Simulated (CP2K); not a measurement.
Two runs for the C K edge of 3-formylfuran. Run A: CP2K XAS_TDP, all-electron GAPW, PBEh(45%), aug-cc-pVDZ, TDA, no relativity. Run B differs in one setting.

First lines with a strength over 0.0015. A:

```tsv
atom	energy (eV)	states	strength, one atom
C2 (bonded to C, O and H)	281.63	1	0.0630
	286.62	1	0.0149
	286.64	1	0.0034
	288.34	1	0.0023
	288.70	1	0.0116
C3 (bonded to 3 C)	281.57	1	0.0230
	283.62	1	0.0138
	284.87	1	0.0230
	285.89	1	0.0024
	286.34	1	0.0032
C4 (bonded to 2 C and H)	281.76	1	0.0491
	284.79	1	0.0077
	285.47	1	0.0043
	285.81	1	0.0018
	286.10	1	0.0033
C5 (bonded to C, O and H)	282.78	1	0.0543
	285.86	1	0.0215
	286.40	1	0.0211
	286.91	1	0.0029
	287.34	1	0.0043
C7 (bonded to C, O and H)	282.16	1	0.0554
	286.20	1	0.0170
	286.77	1	0.0163
	287.38	1	0.0047
	287.67	1	0.0026
```

B:

```tsv
atom	energy (eV)	states	strength, one atom
C2 (bonded to C, O and H)	288.31	1	0.0615
	293.31	1	0.0146
	293.33	1	0.0034
	295.03	1	0.0022
	295.39	1	0.0113
C3 (bonded to 3 C)	287.25	1	0.0225
	289.30	1	0.0136
	290.55	1	0.0226
	291.56	1	0.0024
	292.02	1	0.0031
C4 (bonded to 2 C and H)	287.81	1	0.0480
	290.84	1	0.0075
	291.52	1	0.0042
	291.86	1	0.0017
	292.15	1	0.0032
C5 (bonded to C, O and H)	288.67	1	0.0531
	291.75	1	0.0211
	292.29	1	0.0207
	292.80	1	0.0028
	293.23	1	0.0042
C7 (bonded to C, O and H)	287.93	1	0.0543
	291.97	1	0.0166
	292.53	1	0.0160
	293.15	1	0.0046
	293.44	1	0.0025
```

Which was it: scalar relativity switched on, GW2X switched on, the basis, the functional?

GW2X switched on. GW2X shifts an atom's lines together and keeps their spacings. Against PBEh(45%) in aug-cc-pVDZ, the leading lines move by +6.68 eV (C2, to 288.31), +5.68 eV (C3, to 287.25), +6.05 eV (C4, to 287.81), +5.89 eV (C5, to 288.67) and +5.77 eV (C7, to 287.93).

[Banner, clock and machine lines of the logs are left out without a mark of their own.]

[Logs are printed without paths, hosts, clocks, repeated set-up lines and the standing remarks that a program may print on its own settings, such as how far it seeks lower states.]

[Hosts, paths, dates, database ids (printed as entryN), source tags and the programs' standing remarks are cut or masked in the printed files.]
